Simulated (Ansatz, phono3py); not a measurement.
# Scattering channels in NaCl (Fm-3m), one at a time, part 2 of 2

The second- and third-order constants of NaCl come from an earlier supercell run; what does phono3py make of them?

What experiment has found for this phase:
- thermal conductivity 7.1 W/m/K near room temperature (given in “Combining the AFLOW GIBBS and Elastic Libraries to efficiently and robustly screen thermo-mechanical properties of solids”, 2017, arXiv:1611.05714)
- thermal conductivity 7.1 W/m/K near room temperature (given in “Predicting the lattice thermal conductivity of solids by solving the Boltzmann transport equation: AFLOW - AAPL an automated, accurate and efficient framework”, 2017, arXiv:1611.05481)

phono3py 4.10.0; DFT PBEsol, scalar-relativistic, plane waves, PAW; phono3py on Ansatz's force constants.

So far, κ at 300 K (W/m/K): step 2 (relaxation-time solution) 7.46; step 15 (q-mesh of the transport sums 13×13×13, solver LBTE) 8.84; step 16 (solver RTA with coherences (SMM19)) 7.57; step 17 (delta function Gaussian, sigma 0.05 THz) 7.43; step 18 (delta function Gaussian, sigma 0.1 THz) 7.34.

The database entry behind the starting cell differs from later determinations by our own check (an axis about 0.4 % short against later determinations), so it need not match the best structure at ambient conditions.

**20. Without the dipole term, third order supercell 3×3×3, supercell 6×6×6 (continued)**

W/m/K. Kappa, by row:

| T (K) | xx | yy | zz | yz | xz | xy |
| --- | --- | --- | --- | --- | --- | --- |
| 100 | 21.03 | 21.03 | 21.03 | 0 | 0 | 0 |
| 300 | 7.501 | 7.501 | 7.501 | 0 | 0 | 0 |
| 600 | 3.839 | 3.839 | 3.839 | 0 | 0 | 0 |

κ at 300 K goes from 7.46 to 7.50 W/(m K). Only the interpolation between the solved wavevectors changes, and the fewer these are, the more it matters.

**21. A changed mass, third order supercell 3×3×3, supercell 6×6×6**

Changing one mass at fixed force constants separates the effect of mass from that of bonding.

phono3py.yaml

```yaml
phono3py:
  version: "4.10.0"
  frequency_unit_conversion_factor: 15.633302
  symmetry_tolerance: 1.00000e-05

physical_unit:
  atomic_mass: "AMU"
  length: "angstrom"

space_group:
  type: "Fm-3m"
  number: 225
  Hall_symbol: "-F 4 2 3"

primitive_matrix:
- [  1.000000000000000,  0.000000000000000,  0.000000000000000 ]
- [  0.000000000000000,  1.000000000000000,  0.000000000000000 ]
- [  0.000000000000000,  0.000000000000000,  1.000000000000000 ]

supercell_matrix:
- [   3,   0,   0 ]
- [   0,   3,   0 ]
- [   0,   0,   3 ]

# [primitive_cell block left out]
unit_cell:
  lattice:
  - [     0.000000000000000,     2.800952438200000,     2.800952438200000 ] # a
  - [     2.800952438200000,     0.000000000000000,     2.800952438200000 ] # b
  - [     2.800952438200000,     2.800952438200000,     0.000000000000000 ] # c
  points:
  - symbol: Na # 1
    coordinates: [  0.000000000000000,  0.000000000000000,  0.000000000000000 ]
    mass: 22.989769
    reduced_to: 1
  - symbol: Cl # 2
    coordinates: [  0.500000000000000,  0.500000000000000,  0.500000000000000 ]
    mass: 35.450000
    reduced_to: 2

# [supercell block left out]
phonon_supercell_matrix:
- [   6,   0,   0 ]
- [   0,   6,   0 ]
- [   0,   0,   6 ]

# [phonon_primitive_cell block left out]
# [phonon_supercell block left out]
nac:
  born_effective_charge:
  - # 1 (Na)
    - [  1.091798810999671,  0.000000000000000,  0.000000000000000 ]
    - [  0.000000000000000,  1.091798810999671,  0.000000000000000 ]
    - [  0.000000000000000,  0.000000000000000,  1.091798810999671 ]
  - # 2 (Cl)
    - [ -1.091798810999671,  0.000000000000000,  0.000000000000000 ]
    - [  0.000000000000000, -1.091798810999671,  0.000000000000000 ]
    - [  0.000000000000000,  0.000000000000000, -1.091798810999671 ]
  dielectric_constant:
    - [  2.565012258734271,  0.000000000000000,  0.000000000000000 ]
    - [  0.000000000000000,  2.565012258734271,  0.000000000000000 ]
    - [  0.000000000000000,  0.000000000000000,  2.565012258734271 ]
  unit_conversion_factor: 14.399645
```

On the command line:

```
$ phono3py phono3py.yaml --mesh 19 19 19 --br --mass 45.980 35.450 --ts 100 300 600
```

The job ended after 45 s (4 threads of Arm Neoverse V1, shared host; peak memory 0.25 GiB; 2.8 min of CPU time).

Numbers from this step:

```
κ at 300 K            : 4.734 W/m/K
κ xx, yy, zz at 300 K : 4.734, 4.734, 4.734 W/m/K
```

W/m/K. Kappa, by row:

| T (K) | xx | yy | zz | yz | xz | xy |
| --- | --- | --- | --- | --- | --- | --- |
| 100 | 14.58 | 14.58 | 14.58 | 0 | 0 | 0 |
| 300 | 4.734 | 4.734 | 4.734 | 0 | 0 | 0 |
| 600 | 2.363 | 2.363 | 2.363 | 0 | 0 | 0 |

Without isotope scattering in either run, κ at 300 K goes from 7.84 to 4.73 W/(m K).

**22. Mass disorder, third order supercell 3×3×3, supercell 6×6×6**

A typed mass variance takes the place of the natural one on the sites of one element, as a model of more or less disorder.

phono3py.yaml is that of step 21.

On the command line:

```
$ phono3py phono3py.yaml --mesh 19 19 19 --br --isotope --mv 0 0.03 --ts 100 150 200 300 400 500 600 800
```

The job ended after 52 s (4 threads; peak memory 0.25 GiB; 3.1 min of CPU time).

Numbers from this step:

* κ at 300 K: 3.48 W/m/K
* κ xx, yy, zz at 300 K: 3.48, 3.48, 3.48 W/m/K

W/m/K. Kappa, by row:

| T (K) | xx | yy | zz | yz | xz | xy |
| --- | --- | --- | --- | --- | --- | --- |
| 100 | 7.026 | 7.026 | 7.026 | 0 | 0 | 0 |
| 150 | 5.39 | 5.39 | 5.39 | 0 | 0 | 0 |
| 200 | 4.499 | 4.499 | 4.499 | 0 | 0 | 0 |
| 300 | 3.48 | 3.48 | 3.48 | 0 | 0 | 0 |
| 400 | 2.886 | 2.886 | 2.886 | 0 | 0 | 0 |
| 500 | 2.486 | 2.486 | 2.486 | 0 | 0 | 0 |
| 600 | 2.195 | 2.195 | 2.195 | 0 | 0 | 0 |
| 800 | 1.793 | 1.793 | 1.793 | 0 | 0 | 0 |

κ at 300 K goes from 7.46 in the base run to 3.48 W/(m K).

**23. A faulty attempt, third order supercell 3×3×3, supercell 6×6×6**

This input was changed on purpose, to see how the program answers.

phono3py.yaml is that of step 22.

On the command line:

```
$ phono3py phono3py.yaml --mesh 9 9 9 --br --sigma 0.001 --ts 300
```

Elapsed: 4.2 s, on 4 threads; peak memory 0.25 GiB.

The run finished. A setting was moved off its sound value on purpose, so it serves as a test and not as the result.

The fault put into the input: a Gaussian far narrower than the mesh, no isotopes, with which κ at 300 K comes out at 4.6e7 W/(m K).

**24. Results**

```yaml
kappa_at_300_k_rta_natural_isotopes_mesh_19x19x19: 7.46 W/m/K
kappa_at_300_k_rta_pure_mesh_19x19x19: 7.84 W/m/K
kappa_at_300_k_lbte_mesh_13x13x13: 8.84 W/m/K
kappa_at_300_k_with_coherences_mesh_19x19x19: 7.57 W/m/K
kappa_at_300_k_no_dipole_term_mesh_19x19x19: 7.50 W/m/K
```

**Reading.** On these constants κ of NaCl at 300 K is 7.46 W/(m K) in the base run, by relaxation time; smearing and coherences move that between 7.34 and 7.57. The full solution gives 8.84 W/(m K) (phono3py, mesh 13×13×13). On the same constants and mesh Ansatz's figure, which includes its coherence part, and phono3py's, which doesn't, differ by up to 6.0 %; with phono3py's own coherence part added, which is defined differently, the largest difference is 0.072 %. The last step of the mesh series (23 to 29) moves κ at 300 K by -1.0 %, while the coarsest mesh gives 123 % of the densest value. Normal processes make 67 % of the three-phonon scattering at 300 K, weighting modes by their heat capacity. A boundary length of 1 µm leaves 97 % of κ at 300 K. A boundary length of 10 µm leaves 100 % of κ at 300 K. Scaling the mass of Na by 2 at fixed force constants, a model exercise, multiplies the isotope-free κ by 0.604. A mass variance of 0.03 on the Cl sites, typed in place of the natural one, gives 47 % of the base value. A measured thermal conductivity near room temperature is 7.1 W/m/K (arXiv:1611.05714); the calculated 8.84 W/m/K differs by +24 %. Four-phonon, defect and boundary scattering, which are left out, would lower the calculated value; thermal expansion is left out too.

[Logs are printed without paths, hosts, clocks, repeated set-up lines and the standing remarks that a program may print on its own settings, such as how far it seeks lower states.]

[Hosts, paths, dates, database ids (printed as entryN), source tags and the programs' standing remarks are cut or masked in the printed files.]

[A step with changed settings may run another functional than the one named; its input shows which.]
